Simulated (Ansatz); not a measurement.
## Ti (P6_3/mmc, 2 atoms in the cell) under uniaxial strain along c

Wanted: the shifts of the zone-centre modes of Ti (P6_3/mmc, 2 atoms in the cell) with strain.

Main program and level: Ansatz 0.2.0; DFT LDA, scalar-relativistic, plane waves, PAW; PAW set soft_1.

### Step 1. The structure

Symmetry: P6_3/mmc, No. 194, hexagonal system. Conventional cell: a = 2.950 Å, b = 2.950 Å, c = 4.680 Å, α = 90.00°, β = 90.00°, γ = 120.00°. Nearest to Ti lie 12 Ti at 2.89 to 2.95 Å.

### Step 2. A rough relaxation first

The start is far from rest, so a relaxation with loose tolerances brings it close first.

input.yaml reads:

```yaml
crystal:
  lattice:
    - [2.95, 0.0, 0.0]
    - [-1.475, 2.5547749412, 0.0]
    - [0.0, 0.0, 4.68]
  atoms:
    - { symbol: Ti, position: [0.33333333, 0.66666667, 0.25] }
    - { symbol: Ti, position: [0.66666667, 0.33333333, 0.75] }
kpoints:
  mp_grid: { grid: [9, 9, 4] }
hamiltonian:
  xc: lda
  pseudopotentials: { kind: paw, azcp: { folder: soft_1 }, xc_functional: pbe }
scf:
  occupations: { method: gaussian, width: 0.1 }
output:
  forces: true
  stress: true
  eigenvalues: true
relax:
  adjacent_minimum: "off"
  f_tol: 0.05
  max_steps: 80
  cell: { stress_tol: 0.5 }
```

Command:

```bash
ansatz run input.yaml --threads 4 --pin off --max-ram 10240MiB --backend cpu --events-out ev --progress --plain --runs-dir out
```

Numbers of over 12 decimals in the logs are rounded to 6 here.

Log:

```text
The last accepted step is kept in <dir> (removed where the run ends without a failure and the disk answers)
Engine: ansatz 0.2.0, x86_64-unknown-linux-gnu
Pseudopotentials: kind: paw
Pseudopotential: Ti, paw, valence charge 12, recommended cutoff 420 eV (normal), soft_1/Ti.paw.azcp
Functional definition: SPW92
  exchange = slater_x
  correlation = pw_c
Crystal: 2 atoms, lattice volume = 35.271 Å³
[...]
--- Relaxed structure (4 steps of the walk, 4 accepted, 1 SCFs on fresh bases) ---
  F+E_penalty+E_count = -4900.63275274 eV   max|allowed force component| = 1.573e-16 eV/Å   (the final SCF, on the basis selected at the relaxed cell)
  cell:  # Å, volume = 32.2114 Å³
    - [2.867730, 0, 0]
    - [-1.433865, 2.483527, -2.906742772005105e-18]
    - [0, -5.324757164985256e-18, 4.522749]
  atoms:
    - { symbol: Ti, position: [0.333333, 0.666667, 0.25] }
    - { symbol: Ti, position: [0.666667, 0.333333, 0.75] }
[key lines of the parts left out:]
SCF converged after 7 iterations
Free energy (F): -4900.632753 eV
Fermi energy:    14.153879 eV
P = ⅓ Tr σ = -0.0458 GPa (-0.458 kbar)
```

Elapsed: 6.7 s, on 4 threads of Intel Xeon at 2.50GHz (Skylake/Cascade Lake), shared host; peak memory 0.33 GiB; 15 s of CPU time.

The steps of the relaxation:

```csv
step,energy less that of the first step (eV),largest force component (eV/Å),pressure (GPa),volume (Å³)
1,0.0000,0.0000,-9.95,35.27
2,-0.0658,0.0000,7.52,30.52
3,-0.1028,0.0000,-0.81,32.40
4,-0.1034,0.0000,-0.06,32.21
5*,-0.1029,0.0000,-0.05,32.21
```

Relaxation steps marked * repeat the geometry before them on a plane-wave basis chosen anew for their cell, so energy and pressure can jump there.

The run keeps the 24 symmetry operations that it works with, so distortions that break them were not tested.

```csv
"conventional cell, symmetrised",before,after,change
a (Å),2.950,2.868,-2.8 %
b (Å),2.950,2.868,-2.8 %
c (Å),4.680,4.523,-3.4 %
volume (Å³/atom),17.64,16.11,-8.7 %
```

The relaxed structure:

```cif
data_structure
_symmetry_space_group_name_H-M 'P 1'
_symmetry_Int_Tables_number 1
_cell_length_a 2.8677
_cell_length_b 2.8677
_cell_length_c 4.5227
_cell_angle_alpha 90.000
_cell_angle_beta 90.000
_cell_angle_gamma 120.000
_cell_volume 32.21
loop_
_atom_site_label
_atom_site_type_symbol
_atom_site_fract_x
_atom_site_fract_y
_atom_site_fract_z
_atom_site_occupancy
Ti1 Ti 0.33333 0.66667 0.25000 1
Ti2 Ti 0.66667 0.33333 0.75000 1
```

This step gave:

| Quantity | Value |
| --- | --- |
| pressure | -0.04576 GPa |
| volume per atom | 16.11 Å³ |
| gap on the k-mesh | 0 eV |

In this step the volume went from 17.64 to 16.11 Å³/atom.

### Step 3. Relaxation

Harmonic phonons are second derivatives at a point where the forces vanish, and they are wanted at zero stress, so atoms and cell are relaxed first.

input.yaml, the sections that differ from step 2:

```yaml
crystal:
  lattice:
    - [2.8677301777, 0.0, 0.0]
    - [-1.4338650889, 2.4835271851, 0.0]
    - [0.0, 0.0, 4.5227493]
  atoms:
    - { symbol: Ti, position: [0.3333333333, 0.6666666667, 0.25] }
    - { symbol: Ti, position: [0.6666666667, 0.3333333333, 0.75] }
kpoints:
  mp_grid: { grid: [18, 18, 10] }
output:
  forces: true
  stress: true
  eigenvalues: true
  write_density: true
  write_potential: true
  elf: true
  volumetric_format: npy
relax:
  adjacent_minimum: "off"
  f_tol: 0.005
  max_steps: 80
  cell: { stress_tol: 0.05 }
# hamiltonian, scf: as in step 2
```

Log:

```text
[...]
Crystal: 2 atoms, lattice volume = 32.211 Å³
Basis set: ecut = 420 eV, 627 PW (Γ)
Bands: 16, of which v1, the nominal top of the filled ones, is band 12 counted from 1 (11 counted from 0)
Symmetry: 24 space group operations
[...]
k-points: 222 of 3240
[...]
SCF iter   1: F=—  HF=-4901.032771 eV  |F-HF|=—  |Δ(HF+E_count)|=         —  Δρ=6.11e-2  dr2=1.19e0  ethr=3.10e-3  ⟨swp⟩=3.6  Hψ=13788  notcnv=0
[...]
SCF iter   6: F=-4900.622045 eV  HF=-4900.622045 eV  |F-HF|=1.19e-8  |Δ(HF+E_count)|=   2.25e-7  Δρ=9.61e-6  dr2=1.55e-8  ethr=4.17e-10  ⟨swp⟩=8.1  Hψ=22577  notcnv=0
SCF 1 converged in 6 iterations: F = -4900.622045 eV  dr2 = 1.55e-8
[...]
relax step   1: F+E_penalty+E_count = -4900.62204465 eV  Δ(F+E_penalty+E_count) = +0.000e0 eV  max|allowed force component| = 5.551e-17 eV/Å  Δτ_max = 0.0000 Å  P = +0.009 GPa  Ω = 32.211 Å³  (6 SCF iters, dr2 threshold 1.00e-7 eV, accepted)
Crystal: 2 atoms, lattice volume = 32.205 Å³
Basis set: ecut = 420 eV, 615 PW (Γ)
[...]
SCF iter   6: F=-4900.622157 eV  HF=-4900.622157 eV  |F-HF|=9.09e-13  |Δ(HF+E_count)|=  9.09e-13  Δρ=2.84e-8  dr2=1.06e-13  ethr=1.00e-12  ⟨swp⟩=3.0  Hψ=13003  notcnv=0
SCF 2 converged in 6 iterations: F = -4900.622157 eV  dr2 = 1.06e-13
relax step   2: F+E_penalty+E_count = -4900.62215705 eV  Δ(F+E_penalty+E_count) = -1.124e-4 eV  max|allowed force component| = 2.683e-16 eV/Å  Δτ_max = 0.0000 Å  P = +0.027 GPa  Ω = 32.205 Å³  energy of the carried Pulay correction = +1.045e-6 eV  (6 SCF iters, dr2 threshold 2.00e-7 eV, accepted)
Crystal: 2 atoms, lattice volume = 32.223 Å³
[...]
SCF iter   6: F=-4900.622159 eV  HF=-4900.622159 eV  |F-HF|=9.09e-13  |Δ(HF+E_count)|=  1.82e-12  Δρ=8.31e-9  dr2=7.05e-15  ethr=1.00e-12  ⟨swp⟩=3.0  Hψ=11803  notcnv=0
SCF 3 converged in 6 iterations: F = -4900.622159 eV  dr2 = 7.05e-15
relax step   3: F+E_penalty+E_count = -4900.62215914 eV  Δ(F+E_penalty+E_count) = -2.088e-6 eV  max|allowed force component| = 3.701e-17 eV/Å  Δτ_max = 0.0000 Å  P = -0.046 GPa  Ω = 32.223 Å³  energy of the carried Pulay correction = -1.837e-6 eV  (6 SCF iters, accepted)
[...]
SCF iter   7: F=-4900.622159 eV  HF=-4900.622159 eV  |F-HF|=0.00e0  |Δ(HF+E_count)|=  9.09e-13  Δρ=4.77e-11  dr2=3.46e-19  ethr=1.00e-12  ⟨swp⟩=1.0  Hψ=7992  notcnv=0
SCF 4 converged in 7 iterations: F = -4900.622159 eV  dr2 = 3.46e-19
relax step   4: F+E_penalty+E_count = -4900.62215922 eV  Δ(F+E_penalty+E_count) = -8.612e-8 eV  max|allowed force component| = 3.701e-17 eV/Å  Δτ_max = 0.0000 Å  P = -0.045 GPa  Ω = 32.223 Å³  stress off target by 4.82e-2 GPa  SCF on the basis re-selected at this cell (its energy is not comparable with the rows above)  (7 SCF iters)
basis re-selected at this cell: Δ(F+E_penalty+E_count) = -8.612e-8 eV, ΔP = +0.000 GPa vs the last step (what re-selecting the basis moved, of the pressure what is left beyond the Pulay correction that the steps carried, after the strain that the cell walked since its last selection, with what the two solves' SCF thresholds leave and, on support functions, any second-order correction that the steps lacked; it is no m [...]
SCF converged after 7 iterations
Free energy (F): -4900.622159 eV
[...]
Internal energy: -4900.612441 eV  (E = F + TS)
E sigma→0 (E₀):  -4900.617300 eV
Entropy (-TS):   -0.009718 eV (-4.859 meV/atom)
Fermi energy:    14.187885 eV
[...]
--- Stress (GPa, compression-positive) ---
       -0.044069       0.000000       0.000000
       -0.000000      -0.044069       0.000000
        0.000000       0.000000      -0.048250
  P = ⅓ Tr σ = -0.0455 GPa (-0.455 kbar)
--- Band table (eV; the first three rows and the last of 222) ---
  k-point 0: bands = [... 8 lower, 7.9224, 11.3213, 14.9671, 14.9671, 15.1114, 15.2732, 15.5258, 15.5258]
  k-point 1: bands = [... 8 lower, 8.0132, 11.2956, 14.9188, 14.9188, 15.0599, 15.0990, 15.4730, 15.4730]
  k-point 2: bands = [... 8 lower, 8.2797, 11.1878, 14.7059, 14.8325, 14.8325, 14.9141, 15.3361, 15.3361]
  k-point 221: bands = [... 8 lower, 12.8491, 12.8491, 12.9843, 12.9843, 14.0326, 14.0326, 15.9633, 15.9633]
--- Relaxed structure (3 steps of the walk, 3 accepted, 1 SCFs on fresh bases) ---
[...]
cell:  # Å, volume = 32.2228 Å³
    - [2.864180, 2.8831620710944e-11, 0.0]
    - [-1.432090, 2.480452, 0.0]
    - [0.0, 0.0, 4.535569]
  atoms:
    - { symbol: Ti, position: [0.333333, 0.666667, 0.25] }
    - { symbol: Ti, position: [0.666667, 0.333333, 0.75] }
```

Run time: 19 s. Hardware: 4 threads; peak memory 0.45 GiB; 58 s of CPU time.

Relaxation path:

| step | energy less that of the first step (eV) | largest force component (eV/Å) | pressure (GPa) | volume (Å³) |
| --- | --- | --- | --- | --- |
| 1 | 0.0000 | 0.0000 | 0.01 | 32.21 |
| 2 | -0.0001 | 0.0000 | 0.03 | 32.20 |
| 3 | -0.0001 | 0.0000 | -0.05 | 32.22 |
| 4* | -0.0001 | 0.0000 | -0.05 | 32.22 |

Relaxation steps marked * repeat the geometry before them on a plane-wave basis chosen anew for their cell, so energy and pressure can jump there.

The run keeps the 24 symmetry operations that it works with, so distortions that break them were not tested.

```
conventional cell, symmetrised  before  after  change
                         a (Å)   2.868  2.864  -0.1 %
                         b (Å)   2.868  2.864  -0.1 %
                         c (Å)   4.523  4.536  +0.3 %
              volume (Å³/atom)   16.11  16.11  +0.0 %
```

Final coordinates:

```
Ti
1.0
     2.86418    0.00000    0.00000
    -1.43209    2.48045    0.00000
     0.00000    0.00000    4.53557
Ti
2
Direct
  0.33333 0.66667 0.25000
  0.66667 0.33333 0.75000
```

This step gave:

```
pressure : -0.04546 GPa
```

Valence density in the ac plane at fractional y = 0.333, with atoms of Ti within 0.2 Å of it. It is the smooth field of the valence electrons, not physical close to the nuclei.

Ten steps, logarithmic in the rise over the least value, from '0' (0 e/Å³) to '9' (12 e/Å³):
```
000000012222210
000000124555421
100001246777642
100001368898863
200002478999874
200002579999975
200002468999864
100001357888753
000000235666532
000000012343210
000000001111100
000000000000000
000000000000000
011110000000000
122221000000000
233332100000001
234432110000011
233332110000011
123321100000001
111111000000000
000000000000000
000000000000000
000000000111000
```
Columns run along a (2.9 Å), rows up along c (4.5 Å). Atoms in or near the plane, at fractional coordinates: Ti at (0.67, 0.75).

ELF in the ac plane at fractional y = 0.333, with atoms of Ti within 0.2 Å of it. It is the smooth field of the valence electrons, not physical close to the nuclei.

Ten even steps from '_' (0.11) to '@' (0.75):
```
::==++++==::______..::..______
__--++++--____..--**##**--..__
__..----..__..==%%@@@@@@%%==..
____::::____--##@@@@@@@@@@##--
____....____++@@@@%%##%%@@@@++
..__....__..++@@@@%%**%%@@@@++
____::::____==%%@@@@%%@@@@%%==
__..----..__::**@@@@@@@@@@**::
__::====::____::**%%@@%%**::__
..--++++--..____..--==--..____
::========::..______..______..
::::::::::::::::::::::::::::::
..________..::==++******++==::
____________..--**%%%%%%**--..
____....______::**%%@@%%**::__
__..::::..____::++%%@@%%++::__
..::==--::..__..++%%@@%%++..__
__::----::____::++%%@@%%++..__
__........____::++%%@@%%++::__
______________--**%%@@%%**--__
____________..==**######**==..
::........::::--==========--::
::--------::::..............::
```
Columns run along a (2.9 Å), rows up along c (4.5 Å). Atoms in or near the plane, at fractional coordinates: Ti at (0.67, 0.75).

Electrostatic potential energy in the ac plane at fractional y = 0.333, with atoms of Ti within 0.2 Å of it. With pseudopotentials it is smooth inside the atoms' cores, unlike the true potential.

Ten even steps from '0' (-28 eV) to '9' (15 eV):
```
999999987666789
999999864323468
899998631000136
799997410000014
689986310000013
689986310000013
789987310000013
899998521000125
899998742111247
999999875444578
999999988878889
999999999999999
999999999999999
888888999999999
876678899999998
755557899999998
654456899999998
654456899999998
765567899999998
877778999999999
988889999999999
999999999999999
999999999888999
```
Columns run along a (2.9 Å; values clipped at the 3rd and 97th percentile), rows up along c (4.5 Å). Atoms in or near the plane, at fractional coordinates: Ti at (0.67, 0.75).

In this step the volume went from 16.11 to 16.11 Å³/atom.

### Step 4. Tight relaxation

Phonons need small forces and stress, so the relaxation is finished with tight tolerances on 18×18×12 k points.

input.yaml reads:

```yaml
crystal:
  lattice:
    - [2.8641797644, 0.0, 0.0]
    - [-1.4320898822, 2.4804524369, 0.0]
    - [0.0, 0.0, 4.535568761]
  atoms:
    - { symbol: Ti, position: [0.3333333333, 0.6666666667, 0.25] }
    - { symbol: Ti, position: [0.6666666667, 0.3333333333, 0.75] }
kpoints:
  mp_grid: { grid: [18, 18, 12] }
hamiltonian:
  xc: lda
  pseudopotentials: { kind: paw, azcp: { folder: soft_1 }, xc_functional: pbe }
scf:
  occupations: { method: methfessel_paxton, width: 0.2 }
output:
  forces: true
  stress: true
  eigenvalues: true
relax:
  adjacent_minimum: "off"
  f_tol: 0.001
  max_steps: 60
  cell: { stress_tol: 0.01 }
```

Log:

```text
[...]
Crystal: 2 atoms, lattice volume = 32.223 Å³
Basis set: ecut = 420 eV, 615 PW (Γ)
Bands: 16, of which v1, the nominal top of the filled ones, is band 12 counted from 1 (11 counted from 0)
Symmetry: 24 space group operations
[...]
k-points: 259 of 3888
[...]
k-point 258: bands = [... 8 lower, 12.8604, 12.8604, 12.9952, 12.9952, 14.0463, 14.0463, 15.9776, 15.9776]
--- Relaxed structure (3 steps of the walk, 3 accepted, 1 SCFs on fresh bases) ---
[...]
cell:  # Å, volume = 32.1981 Å³
    - [2.863581, 0.0, 0]
    - [-1.431791, 2.479934, 0]
    - [0, 0.0, 4.533994]
  atoms:
    - { symbol: Ti, position: [0.333333, 0.666667, 0.25] }
    - { symbol: Ti, position: [0.666667, 0.333333, 0.750000] }
[key lines of the parts left out:]
SCF converged after 5 iterations
Free energy (F): -4900.615617 eV
Fermi energy:    14.207289 eV
P = ⅓ Tr σ = 0.0001 GPa (0.001 kbar)
```

Elapsed: 18 s, on 4 threads; peak memory 0.45 GiB; 61 s of CPU time.

Little changed from the start: no atom moved by 0.005 Å and no cell edge by 0.1 %.

This step gave:

* pressure: 9.91e-5 GPa
* volume per atom: 16.10 Å³

The forces vanish by symmetry and the pressure is 0.000 GPa, within the tolerances set. The cell now holds 16.10 Å³/atom.

### Step 5. Zone-centre response at rest

The force constants come from the linear response of the density to a displacement.

The modes at rest are the reference of the series.

input.yaml, the sections that differ from step 4:

```yaml
crystal:
  lattice:
    - [2.8635810479, 0.0, 0.0]
    - [-1.431790524, 2.4799339333, 0.0]
    - [0.0, 0.0, 4.5339939756]
  atoms:
    - { symbol: Ti, position: [0.3333333333, 0.6666666667, 0.25] }
    - { symbol: Ti, position: [0.6666666667, 0.3333333333, 0.75] }
output:
  eigenvalues: true
phonons:
  method: dfpt
# kpoints, hamiltonian, scf: as in step 4
# relax: removed
```

Log:

```text
zone centre: on kpoints.mp_grid the ground state, and the responses unless they are solved on pairs of k-points, stand on 637 of the mesh's 3888 k-points, reduced under 4 symmetry operations, with k and −k counted as one. Each operation leaves every solved displacement unchanged or reverses it
[...]
Crystal: 2 atoms, lattice volume = 32.198 Å³
Basis set: ecut = 420 eV, 615 PW (Γ), exchange–correlation on 40×40×64 points (8 copies of the dense FFT grid, shifted against one another)
Bands: 16, of which v1, the nominal top of the filled ones, is band 12 counted from 1 (11 counted from 0)
Symmetry: 24 space group operations
k-points: 637 of 3888 (irreducible under 4 space group operations, time reversal used)
[...]
SCF iter   1: F=—  HF=-4901.027457 eV  |F-HF|=—  |Δ(HF+E_count)|=         —  Δρ=6.12e-2  dr2=1.19e0  ethr=3.10e-3  ⟨swp⟩=4.4  Hψ=90035  notcnv=0
automatic band count: the SCF goes on with 20 bands, as 16 were too few: they end inside the smearing window of the response
[...]
SCF iter   2: F=—  HF=-4900.749182 eV  |F-HF|=—  |Δ(HF+E_count)|=   2.78e-1  S|Δr|=    0.00e0  Δρ=3.45e-2  dr2=4.00e-1  ethr=3.10e-3  ⟨swp⟩=2.0  Hψ=21441  notcnv=0  defer=893
[...]
SCF iter   8: F=-4900.615617 eV  HF=-4900.615617 eV  |F-HF|=0.00e0  |Δ(HF+E_count)|=  8.28e-11  S|Δr|=    0.00e0  Δρ=2.36e-8  dr2=6.42e-14  ethr=1.00e-12  ⟨swp⟩=8.8  Hψ=50232  notcnv=0
SCF 1 converged in 8 iterations: F = -4900.615617 eV  dr2 = 6.42e-14
[...]
DFPT response loops at Γ: preconditioner auto → Kerker (q_TF=auto, 2.598 Å⁻¹) (partly filled bands, converged f_vac=0.000); β = 1.00, the filter's whole step (`scf.mixing.beta` (0.50) is not read by the response loops under this deck's `scf.mixing.preconditioner`; to damp them name `kerker` or `kerker_dos`, under which they read `scf.mixing.beta`, and type it under 1.00, their step now; both keys bind the ground state too); Broyden in place of MSR1
SCF converged after 8 iterations
[...]
Free energy (F): -4900.615617 eV
[...]
Internal energy: -4900.619309 eV  (E = F + TS)
E sigma→0 (E₀):  -4900.616540 eV
Entropy (-TS):   0.003692 eV (1.846 meV/atom)
Fermi energy:    14.207289 eV
[...]
--- Band table (eV; the first three rows and the last of 637) ---
  k-point 0: bands = [... 8 lower, 7.9338, 11.3320, 14.9805, 14.9805, 15.1248, 15.2893, 15.5401, 15.5401, ... 4 higher]
  k-point 1: bands = [... 8 lower, 7.9970, 11.3148, 14.9453, 14.9453, 15.0888, 15.1654, 15.5030, 15.5030, ... 4 higher]
  k-point 2: bands = [... 8 lower, 8.1838, 11.2483, 14.8607, 14.8731, 14.8731, 14.9850, 15.4024, 15.4024, ... 4 higher]
  k-point 636: bands = [... 8 lower, 12.0796, 12.0796, 13.6017, 13.6017, 14.1166, 14.1166, 15.8506, 15.8506, ... 4 higher]
--- Phonons (Γ-DFPT): 2 representative perturbations + reference, on 637 of 3888 k-points (Σ response iterations 6) ---
  k mesh reduced under 4 symmetry operations, with k and −k counted as one. Each operation leaves every solved displacement unchanged or reverses it
  ASR residual: 9.168e-6 → 0.000e0 eV/Å²; symmetrization residual: 4.185e-10 eV/Å²
  ASR residual per site (eV/Å²): 9.17e-6 9.17e-6
  Γ frequencies (cm⁻¹): 0.00 0.00 0.00 114.11 114.11 202.79
  non-analytic LO–TO correction: not included (Born effective charges unavailable; polar crystals: no LO–TO splitting at Γ)
```

Elapsed: 61 s, on 4 threads; peak memory 1.4 GiB.

Reading the cycles: dr2 is the Hartree energy of the density residual (eV), the measure of convergence; HF is the Harris–Foulkes estimate of the energy, which meets the free energy F at convergence.

This step gave:

```
sum-rule residual before enforcement                    : 9.17e-6 eV/Å²
point group                                             : 6/mmm
highest optical mode at the zone centre (no LO-TO term) : 202.8 cm⁻¹
lowest optical zone-centre mode                         : 114.1 cm⁻¹
```

Patterns of degenerate modes are one choice out of their space. Modes at Γ:

```
mode  frequency (cm⁻¹)  symmetry
   1               0.0  acoustic
   2               0.0  acoustic
   3               0.0  acoustic
   4             114.1       E2g
   5             114.1       E2g
   6             202.8       B1g
```

Displacements in mode 4 (114.1 cm⁻¹), the largest set to 1:
```
Ti1  0.00  1.00  0.00
Ti2  0.00 -1.00  0.00
```

Displacements in mode 6 (202.8 cm⁻¹), the largest set to 1:
```
Ti1  0.00  0.00  1.00
Ti2  0.00  0.00 -1.00
```

Before it was imposed, the acoustic sum rule was missed by 9.2e-6 eV/Å². Small misses are needed for a sound result but don't prove that mesh and cutoff are converged. The lowest optical mode is real, 114 cm⁻¹.

(Part 1 of 2 ends here.)

[Logs are printed without paths, hosts, clocks, repeated set-up lines and the standing remarks that a program may print on its own settings, such as how far it seeks lower states.]

[Hosts, paths, dates, database ids (printed as entryN), source tags and the programs' standing remarks are cut or masked in the printed files.]
